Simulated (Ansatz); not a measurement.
# Amorphous polypropylene (as short chains C8H18) at 300 K (78 atoms) under strain, part 2 of 3

Aim: relax amorphous polypropylene (as short chains C8H18) at 300 K (78 atoms), then change its volume and shape to read moduli from the stress.

Ansatz 0.2.0; Kohn-Sham DFT, r2SCAN+D3(BJ), PAW (set soft_2), plane waves.

The cell: 24 C and 54 H. The network of contacts between molecules at the start is that of the classical potential that made the cell. Sampling is at Γ alone.

So far. Step 2 (Single point at the start): The r.m.s. force at the start is 0.93 eV/Å. Step 3 (Cell and atoms relaxed): The relaxation converged after 36 steps, with a largest force component of 0.0091 eV/Å.

### Step 4. Single point at the relaxed geometry

One more single point at the end of the walk gives the fuller output and checks the residual forces.

The input, input.yaml:

```yaml
crystal:
  lattice:
    - [8.54313, 0.97833, 0.06727]
    - [0.97833, 9.78067, -0.01157]
    - [0.06727, -0.01157, 7.7227]
  atoms:
    - { symbol: C, position: [0.33783, 0.2998, 0.25466] }
    - { symbol: C, position: [0.30498, 0.37069, 0.43185] }
    - { symbol: C, position: [0.34067, 0.26977, 0.58483] }
    - { symbol: C, position: [0.3434, 0.35023, 0.75385] }
    - { symbol: C, position: [0.21922, 0.17641, 0.59687] }
    - { symbol: C, position: [0.25315, 0.0564, 0.72676] }
    [... 66 atom lines left out ...]
    - { symbol: H, position: [0.81717, 0.79416, 0.30172] }
    - { symbol: H, position: [0.76837, 0.95878, 0.4032] }
    - { symbol: H, position: [0.6919, 0.8194, 0.48752] }
    - { symbol: H, position: [0.69932, 0.90114, 0.00438] }
    - { symbol: H, position: [0.51378, 0.01966, 0.01202] }
    - { symbol: H, position: [0.67832, 0.0609, 0.11593] }
kpoints:
  mp_grid: { grid: [1, 1, 1] }
hamiltonian:
  xc: r2scan
  dispersion: d3bj
scf:
  occupations: { method: fermi_dirac, width: 0.025 }
output:
  forces: true
  stress: true
  populations: true
  dos:
    method: { smearing: { sigma: 0.15 } }
    de: 0.1
    projected: { site_lists: { C: [C], H: [H] } }
  eigenvalues: true
  write_density: true
  write_potential: true
  volumetric_format: npy
```

Run with:

```bash
$ ansatz run input.yaml --threads 4 --pin off --max-ram 8192MiB --backend cpu --events-out ev --progress --plain --runs-dir out
```

The log of the run:

```text
[...]
Crystal: 78 atoms, lattice volume = 637.851 Å³
Basis set: ecut = 500 eV, 16183 PW (Γ), exchange–correlation on 256×288×240 points (64 copies of the dense FFT grid, shifted against one another)
Bands: 153, of which v1, the nominal top of the filled ones, is band 75 counted from 1 (74 counted from 0)
Symmetry: 1 space group operations
[...]
k-points: 1
[...]
SCF iter   1: F=—  HF=-6918.960657 eV  |F-HF|=—  |Δ(HF+E_count)|=         —  Δρ=6.28e-3  dr2=1.83e-1  dr2_τ=5.27e0  ethr=1.77e-3  ⟨swp⟩=6.0  Hψ=732  notcnv=0  defer=23
[...]
SCF iter   8: F=-6917.673677 eV  HF=-6917.673677 eV  |F-HF|=3.13e-8  |Δ(HF+E_count)|=   4.96e-7  Δρ=2.31e-6  dr2=3.79e-8  dr2_τ=4.88e-9  ethr=6.67e-11  ⟨swp⟩=21.0  Hψ=1403  notcnv=0
SCF 1 converged in 8 iterations: F = -6917.673677 eV  dr2 = 3.79e-8
[...]
WARN: The input density's exchange-correlation potential varies sharply where the density is thin. Do not read a vacuum level from v_tot or v_xc, or from such a field of the output density. On a cell that repeats whose density bears no net charge and no dipole along the vacuum's axis use v_es (v_loc + v_h of the components); [...]
SCF converged after 8 iterations
Free energy (F): -6917.673677 eV
[...]
Internal energy: -6917.673677 eV  (E = F + TS)
E sigma→0 (E₀):  -6917.673677 eV
Fermi energy:    1.094711 eV
[...]
--- Forces (eV/Å), atoms counted from 1 ---
  atom   1  C      0.00278263    -0.00437203     0.00331761
  atom   2  C      0.00395704     0.00380989    -0.00058657
  atom   3  C      0.00180724    -0.00366593     0.00071512
  atom   4  C      0.00049634     0.00150907    -0.00038581
  atom   5  C     -0.00063769    -0.00510521     0.00317395
  atom   6  C     -0.00410761     0.00098558    -0.00284504
  atom   7  C      0.00260684     0.00060138    -0.00116979
  atom   8  C     -0.00126495    -0.00193976     0.00423782
  atom   9  H      0.00128028     0.00299461     0.00042967
  atom  10  H     -0.00055943     0.00245648    -0.00452364
  atom  11  H     -0.00336348     0.00381859     0.00296485
  atom  12  H      0.00104019    -0.00027135     0.00007804
  atom  13  H     -0.00157058    -0.00270698    -0.00116759
  atom  14  H     -0.00153544     0.00151640     0.00190902
[...]
atom  77  H      0.00009013     0.00078530    -0.00026184
  atom  78  H     -0.00303878    -0.00279180    -0.00042041
  max |Σ_I F_I| component: 7.45e-5 eV/Å
--- Stress (GPa, compression-positive) ---
       -0.007922       0.000888      -0.011901
        0.000888      -0.034694      -0.009242
       -0.011901      -0.009242      -0.011220
  P = ⅓ Tr σ = -0.0179 GPa (-0.179 kbar)
--- Band table (eV) ---
[...]
--- Löwdin populations: 78 sites ---
  site symbol       q [e]
     0      C      4.4511
     1      C      4.2550
     2      C      4.0715
[...]
77      H      0.8305
  spilling = 0.011104 (of n_electrons = 150.000000)
```

It took 15 s on 4 threads of Intel Xeon Platinum 8488C (Sapphire Rapids), shared host; peak memory 1.7 GiB; 54 s of CPU time.

The program notes that the exchange-correlation potential is rough where the density is thin.

Read from the output:

| Quantity | Value |
| --- | --- |
| free energy | -6917.6737 eV |
| free energy per atom | -88.6881 eV/atom |
| SCF cycles | 8 |
| pressure | -0.01795 GPa |
| r.m.s. force component | 0.00296 eV/Å |
| longest force | 0.01164 eV/Å |
| Fermi energy | 1.095 eV |
| gap (highest filled to lowest empty level) | 6.864 eV |
| spilling of the projection | 0.0111 |

Löwdin charges by element and coordination (they lack the spilled electrons, 0.021 e an atom on average):

```
element  coordination  atoms  mean charge (e)  spread   least     most
      C           all     24           -0.304   0.157  -0.451  -0.0615
      H           all     54            0.166  0.0096   0.143    0.178
```

Density of states as counts of states in windows of 1 eV (from the Fermi level), total and the larger projections:

```csv
from (eV),to (eV),total,C p,H s,C s
-18,-17,5.6,0.5,1.2,3.8
-17,-16,6.0,0.8,1.3,3.8
-16,-15,5.8,0.8,1.6,3.3
-15,-14,2.9,0.5,0.9,1.5
-14,-13,9.3,1.7,2.9,4.6
-13,-12,6.0,1.5,1.9,2.5
-12,-11,2.6,0.9,0.8,0.8
-11,-10,9.3,3.6,3.0,2.5
-10,-9,0.1,0.0,0.0,0.0
-9,-8,8.7,6.2,2.1,0.2
-8,-7,14.8,10.6,3.8,0.2
-7,-6,18.6,12.6,5.6,0.2
-6,-5,22.7,14.6,7.8,0.1
-5,-4,22.1,14.2,7.6,0.2
-4,-3,15.1,10.5,4.4,0.1
-3,3,0.0,0.0,0.0,0.0
3,4,2.3,0.3,0.9,0.5
4,5,12.4,2.0,4.7,1.8
```

The levels nearest the highest filled one (over half full), pooled over k-points and spins:

```csv
level less the highest filled one (eV),occupation
-0.350,2
-0.326,2
-0.283,2
-0.172,2
-0.164,2
0,2
6.86,0
7.57,0
7.80,0
7.91,0
8.11,0
8.22,0
```

Electrostatic potential energy in the ab plane at fractional z = 0.745, with atoms of C and H within 0.2 Å of it. With pseudopotentials it is smooth inside the atoms' cores, unlike the true potential.

Ten even steps from '0' (-50 eV) to '9' (5 eV), each cell a mean:
```
950028887226899999999999
984358998436999999999999
999889999857999999999999
999999999978999999999999
999999999999999999999669
999999999999999999999427
899999999999999789999745
366899999999998568999720
351699999999999633788741
887899999999999500263257
999999999999999621361017
999999999999998247885237
999999999889999779999757
999985777516999999999977
999997621347999999999999
999999710069999999999999
999999852379999999999999
999999998899999999999999
999999999999999999999999
999999999999999999999999
999987899999999999999999
899971158999999999999998
267760017999999999999996
541154247678889999999998
```
Columns run along a (8.6 Å; values clipped at the 3rd and 97th percentile), rows up along b (9.8 Å). Atoms in or near the plane, at fractional coordinates: C at (0.34, 0.35), C at (0.25, 0.06), C at (0.12, 0.98), H at (0.43, 0.42), H at (0.00, 0.05), C at (0.71, 0.59), H at (0.64, 0.51), H at (0.09, 0.64), H at (0.91, 0.77).

Valence density in the ab plane at fractional z = 0.745, with atoms of C and H within 0.2 Å of it. It is the smooth field of the valence electrons, not physical close to the nuclei.

Ten even steps from '0' (0.0 e/Å³) to '9' (1.9 e/Å³), each cell a mean:
```
259974335775310000000000
026852113795200000000000
002431001485100000000000
000110000132100000000000
000000000000000000001231
100000000000000000001694
321000000000001221001497
764100000000002663101488
788300000000002697423588
333100000000001599877886
100000000000002699889984
100000000000002785335994
100001111220000231112584
100014544683000000000132
000014789983000000000000
000001489851000000000000
000000147631000000000000
000000012210000000000000
000000000000000000000000
000011100000000000000000
000023310000000000000000
211137851000000000000001
864469974211100000000003
699887776543310000000002
```
Columns run along a (8.6 Å), rows up along b (9.8 Å). Atoms in or near the plane, at fractional coordinates: C at (0.34, 0.35), C at (0.25, 0.06), C at (0.12, 0.98), H at (0.43, 0.42), H at (0.00, 0.05), C at (0.71, 0.59), H at (0.64, 0.51), H at (0.09, 0.64), H at (0.91, 0.77).

Filled and empty levels are parted by 6.86 eV (at Γ alone); a semilocal functional tends to put such gaps too low. In a disordered cell it changes from sample to sample, and tail or defect levels can set it. Mean Löwdin charges: C -0.30, H +0.17 e (they miss 1.1 % of the electrons, so they add up to more than the cell's charge). The largest share in the top eV of filled states is C p (68 % of the projected weight), and in the lowest eV of empty states H s (56 % of the projected weight).

### Step 5. Volume -3 %

The relaxed cell is scaled evenly and the atoms are relaxed again; the stress at the end gives one point of P(V).

input.yaml, the sections that differ from step 4:

```yaml
crystal:
  lattice:
    - [8.45683, 0.96845, 0.06659]
    - [0.96845, 9.68187, -0.01145]
    - [0.06659, -0.01145, 7.64469]
  atoms:
    [... the 78 atom lines of step 4 ...]
output:
  forces: true
  eigenvalues: true
  stress: true
relax:
  f_tol: 0.05
  max_steps: 70
# kpoints, hamiltonian, scf: as in step 4
```

The log of the run:

```text
[...]
Warning: output.stress: scf.convergence.dr2_threshold = 1e-7 eV (the SCF's general default) is looser than the 7.8e-9 eV advised for a printed stress (1e-10 eV for each atom of the cell: 78). What an SCF threshold leaves in a stress goes as its square root, and in the free energy as the threshold itself, and one threshold admits the most on a small cell: [...]
[...]
Crystal: 78 atoms, lattice volume = 618.716 Å³
Basis set: ecut = 500 eV, 15685 PW (Γ), exchange–correlation on 256×288×240 points (64 copies of the dense FFT grid, shifted against one another)
Bands: 153, of which v1, the nominal top of the filled ones, is band 75 counted from 1 (74 counted from 0)
Symmetry: 1 space group operations
[...]
k-points: 1
[...]
SCF iter   1: F=—  HF=-6918.834865 eV  |F-HF|=—  |Δ(HF+E_count)|=         —  Δρ=6.32e-3  dr2=1.82e-1  dr2_τ=5.66e0  ethr=1.77e-3  ⟨swp⟩=6.0  Hψ=723  notcnv=0  defer=25
[...]
SCF iter   6: F=—  HF=-6917.480001 eV  |F-HF|=—  |Δ(HF+E_count)|=   1.01e-4  Δρ=1.94e-5  dr2=2.71e-6  dr2_τ=1.71e-7  ethr=3.11e-8  ⟨swp⟩=15.0  Hψ=1055  notcnv=0
SCF iter   7: F=-6917.480007 eV  HF=-6917.480007 eV  |F-HF|=4.57e-7  |Δ(HF+E_count)|=   5.97e-6  Δρ=5.76e-6  dr2=3.06e-7  dr2_τ=2.94e-8  ethr=1.81e-9  ⟨swp⟩=5.0  Hψ=562  notcnv=0
SCF 1 converged in 7 iterations: F = -6917.480007 eV  dr2 = 3.06e-7
[...]
relax step   1: F+E_penalty+E_count = -6917.48000711 eV  Δ(F+E_penalty+E_count) = +0.000e0 eV  max|allowed force component| = 3.787e-1 eV/Å  Δτ_max = 0.0000 Å  (7 SCF iters, dr2 threshold 6.25e-5 eV, accepted)
[...]
relax step   2: F+E_penalty+E_count = -6917.64318757 eV  Δ(F+E_penalty+E_count) = -1.632e-1 eV  max|allowed force component| = 1.168e-1 eV/Å  Δτ_max = 0.0323 Å  (5 SCF iters, dr2 threshold 8.96e-6 eV, accepted)
[...]
relax step   3: F+E_penalty+E_count = -6917.66000136 eV  Δ(F+E_penalty+E_count) = -1.681e-2 eV  max|allowed force component| = 3.269e-2 eV/Å  Δτ_max = 0.0308 Å  (7 SCF iters, accepted)
[...]
SCF iter   2: F=-6917.660001 eV  HF=-6917.660001 eV  |F-HF|=8.76e-9  |Δ(HF+E_count)|=   9.99e-9  Δρ=5.38e-7  dr2=3.24e-9  dr2_τ=9.82e-11  ethr=6.14e-12  ⟨swp⟩=3.0  Hψ=290  notcnv=0
SCF 4 converged in 2 iterations: F = -6917.660001 eV  dr2 = 3.24e-9
SCF converged after 2 iterations
Free energy (F): -6917.660001 eV
[...]
Internal energy: -6917.660001 eV  (E = F + TS)
E sigma→0 (E₀):  -6917.660001 eV
Fermi energy:    1.289071 eV
[...]
Σ components = -6917.660001   (vs F -6917.660001, Δ=0.00e0)
--- Forces (eV/Å), atoms counted from 1 ---
  atom   1  C      0.00628110     0.00666086    -0.02141459
  atom   2  C      0.00694283     0.01123828    -0.00222612
  atom   3  C     -0.01160350     0.01064667    -0.00414052
  atom   4  C      0.00351625     0.00622572     0.01619342
[...]
atom  78  H     -0.00198637    -0.00401444    -0.00090884
  max |Σ_I F_I| component: 2.23e-5 eV/Å
--- Stress (GPa, compression-positive) ---
        0.208316       0.037613      -0.035307
        0.037613       0.224187      -0.062598
       -0.035307      -0.062598       0.227797
  P = ⅓ Tr σ = 0.2201 GPa (2.201 kbar)
--- Band table (eV) ---
[...]
--- Relaxed structure (3 steps of the walk, 3 accepted, 0 SCFs on fresh bases) ---
  F+E_penalty+E_count = -6917.66000136 eV   max|allowed force component| = 3.269e-2 eV/Å
  atoms:
    - { symbol: C, position: [0.338676, 0.300229, 0.251243] }
    - { symbol: C, position: [0.305783, 0.372631, 0.429716] }
    - { symbol: C, position: [0.341597, 0.270570, 0.584005] }
    - { symbol: C, position: [0.344863, 0.351270, 0.754929] }
[...]
- { symbol: H, position: [0.678786, 0.064216, 0.115838] }
```

Elapsed: 40 s, on 4 threads; peak memory 1.7 GiB; 2.5 min of CPU time.

The program notes that the SCF threshold is loose for the stress.

The relaxation converged after 3 steps, 0.180 eV below its start, with a largest force component of 0.033 eV/Å.

Volume -3 %: the energy stands 0.0137 eV above that of the reference, at a pressure of 0.220 GPa.

### Step 6. Volume +3 %

The relaxed cell is scaled to another volume.

input.yaml, the sections that differ from step 5:

```yaml
crystal:
  lattice:
    - [8.62772, 0.98802, 0.06794]
    - [0.98802, 9.87751, -0.01168]
    - [0.06794, -0.01168, 7.79917]
  atoms:
    [... the 78 atom lines of step 4 ...]
# kpoints, hamiltonian, scf, output, relax: as in step 5
```

The log of the run:

```text
[...]
Crystal: 78 atoms, lattice volume = 656.987 Å³
Basis set: ecut = 500 eV, 16651 PW (Γ), exchange–correlation on 256×300×240 points (64 copies of the dense FFT grid, shifted against one another)
Bands: 153, of which v1, the nominal top of the filled ones, is band 75 counted from 1 (74 counted from 0)
Symmetry: 1 space group operations
[...]
k-points: 1
[...]
SCF iter   1: F=—  HF=-6918.707553 eV  |F-HF|=—  |Δ(HF+E_count)|=         —  Δρ=6.24e-3  dr2=1.84e-1  dr2_τ=4.90e0  ethr=1.77e-3  ⟨swp⟩=6.0  Hψ=724  notcnv=0  defer=23
[...]
SCF iter   6: F=—  HF=-6917.491685 eV  |F-HF|=—  |Δ(HF+E_count)|=   1.19e-4  Δρ=2.13e-5  dr2=3.59e-6  dr2_τ=2.32e-7  ethr=3.46e-8  ⟨swp⟩=16.0  Hψ=1080  notcnv=0
SCF iter   7: F=-6917.491693 eV  HF=-6917.491692 eV  |F-HF|=6.44e-7  |Δ(HF+E_count)|=   7.32e-6  Δρ=6.74e-6  dr2=4.44e-7  dr2_τ=4.48e-8  ethr=2.40e-9  ⟨swp⟩=5.0  Hψ=570  notcnv=0
SCF 1 converged in 7 iterations: F = -6917.491693 eV  dr2 = 4.44e-7
[...]
relax step   1: F+E_penalty+E_count = -6917.49169252 eV  Δ(F+E_penalty+E_count) = +0.000e0 eV  max|allowed force component| = 3.480e-1 eV/Å  Δτ_max = 0.0000 Å  (7 SCF iters, dr2 threshold 6.25e-5 eV, accepted)
[...]
relax step   2: F+E_penalty+E_count = -6917.64748116 eV  Δ(F+E_penalty+E_count) = -1.558e-1 eV  max|allowed force component| = 1.099e-1 eV/Å  Δτ_max = 0.0327 Å  (5 SCF iters, dr2 threshold 7.57e-6 eV, accepted)
[...]
relax step   3: F+E_penalty+E_count = -6917.66338105 eV  Δ(F+E_penalty+E_count) = -1.590e-2 eV  max|allowed force component| = 2.713e-2 eV/Å  Δτ_max = 0.0251 Å  (7 SCF iters, accepted)
[...]
SCF iter   2: F=-6917.663381 eV  HF=-6917.663381 eV  |F-HF|=8.18e-9  |Δ(HF+E_count)|=   9.25e-9  Δρ=4.85e-7  dr2=3.06e-9  dr2_τ=9.21e-11  ethr=5.86e-12  ⟨swp⟩=3.0  Hψ=292  notcnv=0
SCF 4 converged in 2 iterations: F = -6917.663381 eV  dr2 = 3.06e-9
SCF converged after 2 iterations
Free energy (F): -6917.663381 eV
[...]
Internal energy: -6917.663381 eV  (E = F + TS)
E sigma→0 (E₀):  -6917.663381 eV
Fermi energy:    0.911562 eV
[...]
Σ components = -6917.663381   (vs F -6917.663381, Δ=0.00e0)
--- Forces (eV/Å), atoms counted from 1 ---
  atom   1  C     -0.00410132    -0.00003253     0.02345980
  atom   2  C     -0.00919592    -0.00900156    -0.00058869
  atom   3  C      0.01862633    -0.01910310     0.00363851
  atom   4  C     -0.00916388    -0.00894404    -0.01897103
[...]
atom  78  H      0.00286771     0.00551035     0.00159786
  max |Σ_I F_I| component: 7.19e-5 eV/Å
--- Stress (GPa, compression-positive) ---
       -0.115449      -0.031096      -0.005761
       -0.031096      -0.145819       0.033934
       -0.005761       0.033934      -0.128131
  P = ⅓ Tr σ = -0.1298 GPa (-1.298 kbar)
--- Band table (eV) ---
[...]
--- Relaxed structure (3 steps of the walk, 3 accepted, 0 SCFs on fresh bases) ---
  F+E_penalty+E_count = -6917.66338105 eV   max|allowed force component| = 2.713e-2 eV/Å
  atoms:
    - { symbol: C, position: [0.337528, 0.299064, 0.258512] }
    - { symbol: C, position: [0.304661, 0.368688, 0.434307] }
    - { symbol: C, position: [0.339722, 0.268750, 0.585911] }
    - { symbol: C, position: [0.342233, 0.348639, 0.753249] }
[...]
- { symbol: H, position: [0.676431, 0.059031, 0.116492] }
```

It took 43 s on 4 threads; peak memory 1.8 GiB.

The relaxation converged after 3 steps, 0.172 eV below its start, with a largest force component of 0.027 eV/Å.

Volume +3 %: the energy stands 0.0103 eV above that of the reference, at a pressure of -0.130 GPa.

[end of part 2 of 3]

[Long decimals in the printed logs are rounded to 6 places.]

[Logs are printed without paths, hosts, clocks, repeated set-up lines and the standing remarks that a program may print on its own settings, such as how far it seeks lower states.]

[Hosts, paths, dates, database ids (printed as entryN), source tags and the programs' standing remarks are cut or masked in the printed files.]
